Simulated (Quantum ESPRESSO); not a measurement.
# Magnetic state of CoO from several starts, part 2 of 2

Aim: find out which collinear order of CoO costs least.

Quantum ESPRESSO 7.5; PBEsol with U = 3.5 eV on Co d (ortho-atomic projectors); plane waves with GBRV 1.5 PBEsol potentials, no spin-orbit coupling.

So far, absolute magnetization (μB): step 2 (run 1, typed as ferro +) 3.02.

## Step 4: Run 3, typed as antiferro q=(0,0,1/2) +−

The cell is doubled to 4 atoms to hold this order.

File pw.in:

```
&CONTROL
  calculation = 'scf'
  prefix = 'pwscf'
  outdir = './tmp'
  pseudo_dir = './pseudo'
  disk_io = 'nowf'
/
&SYSTEM
  ibrav = 0
  celldm(1) = 8
  nat = 4
  ntyp = 3
  ecutwfc = 40
  ecutrho = 280
  nbnd = 32
  occupations = 'smearing'
  smearing = 'fd'
  degauss = 0.00367493
  nspin = 2
  starting_magnetization(1) = 0.1765
  starting_magnetization(2) = -0.1765
  starting_magnetization(3) = 0
/
&ELECTRONS
  conv_thr = 8d-09
  electron_maxstep = 150
  mixing_beta = 0.3
/
ATOMIC_SPECIES
Co1    58.9332 co_pbesol_v1.2.uspp.F.UPF
Co2    58.9332 co_pbesol_v1.2.uspp.F.UPF
O      15.9990 o_pbesol_v1.2.uspp.F.UPF
CELL_PARAMETERS alat
   0.0000000000000    0.5034939043300    0.5034939043300
   0.5034939043300    0.0000000000000    0.5034939043300
   1.0069878086600    1.0069878086600    0.0000000000000
ATOMIC_POSITIONS crystal
Co1     0.0000000000    0.0000000000    0.0000000000
Co2     0.0000000000    0.0000000000    0.5000000000
O       0.5000000000    0.5000000000    0.2500000000
O       0.5000000000    0.5000000000    0.7500000000
K_POINTS automatic
10 10 5 0 0 0
HUBBARD {ortho-atomic}
U Co1-3d 3.5000
U Co2-3d 3.5000
```

Launch:

```sh
$ OMP_NUM_THREADS=1 mpirun -n 4 pw.x -nk 4 -in pw.in > pw.out
```

The program printed:

```text
     [... lines left out ...]
Program PWSCF v.7.5 starts
     [... lines left out ...]
     number of atoms/cell      =            4
     [... lines left out ...]
     number of electrons       =        46.00
     number of Kohn-Sham states=           32
     kinetic-energy cutoff     =      40.0000  Ry
     charge density cutoff     =     280.0000  Ry
     scf convergence threshold =      8.0E-09
     [... lines left out ...]
     12 Sym. Ops., with inversion, found
     [... lines left out ...]
     number of k points=    58  Fermi-Dirac smearing, width (Ry)=  0.0037
     [... lines left out ...]
     iteration # 22     ecut=    40.00 Ry     beta= 0.30
     [... lines left out ...]
     Magnetic moment per site  (integrated on atomic sphere of radius R)
     atom   1 (R=0.208)  charge= 14.5998  magn=  2.5455
     atom   2 (R=0.208)  charge= 14.5999  magn= -2.5455
     atom   3 (R=0.208)  charge=  5.7560  magn= -0.0000
     atom   4 (R=0.208)  charge=  5.7560  magn= -0.0000
     [... lines left out ...]
     Tr[ns(  1)] (up, down, total) =   4.96106  2.34704  7.30810
     [... lines left out ...]
     Tr[ns(  2)] (up, down, total) =   2.34707  4.96106  7.30813
     [... lines left out ...]
     the Fermi energy is    13.0755 ev
!    total energy              =    -660.61388170 Ry
     estimated scf accuracy    <          1.1E-09 Ry
     smearing contrib. (-TS)   =      -0.00467698 Ry
     [... lines left out ...]
     total magnetization       =     0.00 Bohr mag/cell
     absolute magnetization    =     5.43 Bohr mag/cell
     convergence has been achieved in  22 iterations
```

Run time: 31 s. Hardware: 4 MPI ranks of Arm Neoverse V2, shared host; peak memory 0.4 GiB; 2.1 min of CPU time.

Spin moment in the atom's sphere by atom:

```
atom  spin moment in the atom's sphere (μB)
 Co1                                   2.55
 Co2                                  -2.55
  O3                                   0.00
  O4                                   0.00
```

Read from the output:

```
smearing term TS       : 0.06363 eV
magnetization          : 0 μB
absolute magnetization : 5.427 μB
final state            : antiferromagnetic
```

## Step 5: Run 4 (ferro +)

File pw.in:

```
&CONTROL
  calculation = 'scf'
  prefix = 'pwscf'
  outdir = './tmp'
  pseudo_dir = './pseudo'
  disk_io = 'nowf'
/
&SYSTEM
  ibrav = 0
  celldm(1) = 8
  nat = 2
  ntyp = 2
  ecutwfc = 40
  ecutrho = 280
  nbnd = 20
  occupations = 'smearing'
  smearing = 'fd'
  degauss = 0.00367493
  nspin = 2
  starting_magnetization(1) = 0.1765
  starting_magnetization(2) = 0
/
&ELECTRONS
  conv_thr = 4d-09
  electron_maxstep = 150
  mixing_beta = 0.3
/
ATOMIC_SPECIES
Co     58.9332 co_pbesol_v1.2.uspp.F.UPF
O      15.9990 o_pbesol_v1.2.uspp.F.UPF
CELL_PARAMETERS alat
   0.0000000000000    0.5034939043300    0.5034939043300
   0.5034939043300    0.0000000000000    0.5034939043300
   0.5034939043300    0.5034939043300    0.0000000000000
ATOMIC_POSITIONS crystal
Co      0.0000000000    0.0000000000    0.0000000000
O       0.5000000000    0.5000000000    0.5000000000
K_POINTS automatic
10 10 10 0 0 0
HUBBARD {ortho-atomic}
U Co-3d 3.5000
```

The program printed:

```text
     [... lines left out ...]
Program PWSCF v.7.5 starts
     [... lines left out ...]
     number of atoms/cell      =            2
     [... lines left out ...]
     number of electrons       =        23.00
     number of Kohn-Sham states=           20
     kinetic-energy cutoff     =      40.0000  Ry
     charge density cutoff     =     280.0000  Ry
     scf convergence threshold =      4.0E-09
     [... lines left out ...]
     48 Sym. Ops., with inversion, found
     [... lines left out ...]
     number of k points=    47  Fermi-Dirac smearing, width (Ry)=  0.0037
     [... lines left out ...]
     iteration # 14     ecut=    40.00 Ry     beta= 0.30
     [... lines left out ...]
     Magnetic moment per site  (integrated on atomic sphere of radius R)
     atom   1 (R=0.208)  charge= 14.5895  magn=  2.6106
     atom   2 (R=0.208)  charge=  5.7644  magn=  0.2833
     [... lines left out ...]
     Tr[ns(  1)] (up, down, total) =   4.97524  2.30965  7.28490
     [... lines left out ...]
     the Fermi energy is    13.1062 ev
!    total energy              =    -330.30385510 Ry
     estimated scf accuracy    <          1.7E-09 Ry
     smearing contrib. (-TS)   =      -0.00254932 Ry
     [... lines left out ...]
     total magnetization       =     3.00 Bohr mag/cell
     absolute magnetization    =     3.02 Bohr mag/cell
     convergence has been achieved in  14 iterations
```

Run time: 5.9 s. Hardware: 4 MPI ranks; peak memory 0.26 GiB; 23 s of CPU time.

Numbers from this step:

| Item | Value |
| --- | --- |
| smearing term TS | 0.03469 eV |
| magnetization | 2.996 μB |
| absolute magnetization | 3.025 μB |
| final state | ferromagnetic |
| largest moment | 2.611 μB |

## Step 6: Energies of the orders

An order is kept where moments of 0.15 μB or more survive with the typed signs; meshes match where a doubled cell samples the same k points as the first cell.

Orders:

```
                     start        final state  typed order kept  energy over the lowest (meV a seeded atom)  largest site moment (μB)  net moment (μB a cell of the first run)  mesh matched  CPU time (s)
                   ferro +      ferromagnetic               yes                                       41.98                     2.611                                    2.996           yes         23.17
antiferro q=(0,1/2,1/2) +-  antiferromagnetic               yes                                       97.78                     2.426                                        0           yes           246
  antiferro q=(0,0,1/2) +-  antiferromagnetic               yes                                           0                     2.545                                        0           yes         125.3
                   ferro +      ferromagnetic               yes                                       41.98                     2.611                                    2.996           yes         23.16
```

## Step 7: Occupations of the corrected shells in the lowest state

Occupations of the Hubbard shells:

| block | type | shell | spin | electrons | occupation numbers |
| --- | --- | --- | --- | --- | --- |
| 1 | Co1 | 3d | up | 4.961 | 0.989 0.989 0.994 0.994 0.994 |
| 1 | Co1 | 3d | down | 2.347 | 0.148 0.148 0.669 0.669 0.713 |
| 2 | Co2 | 3d | up | 2.347 | 0.148 0.148 0.669 0.669 0.713 |
| 2 | Co2 | 3d | down | 4.961 | 0.989 0.989 0.994 0.994 0.994 |

## Step 8: Outcome

| Item | Value |
| --- | --- |
| lowest state found | antiferromagnetic (from antiferro q=(0,0,1/2) +-) |
| largest site moment | 2.55 μB |
| next state with moments | ferromagnetic, 42.0 meV a seeded atom higher |

**Reading.** Only these 4 starts were compared; other wavevectors, canted and longer-period orders were not. The smearing term is large for its width, so states at the Fermi level are partly filled: at this level the cell is a metal or has a gap of a few widths at most. Degenerate orbitals of a corrected shell are partly filled. Whether a state of lower symmetry lies under this one was not tested; under a U it often does.

[Logs and program files are shortened in this print: banners, set-up blocks, solver, clock and traceback lines can be left out without a mark of their own.]

[Logs are printed without paths, hosts, clocks, repeated set-up lines and the standing remarks that a program may print on its own settings, such as how far it seeks lower states.]

[Hosts, paths, dates, database ids (printed as entryN), source tags and the programs' standing remarks are cut or masked in the printed files.]

[Where a cell is said to come from a database of computed structures, the database is the Materials Project.]
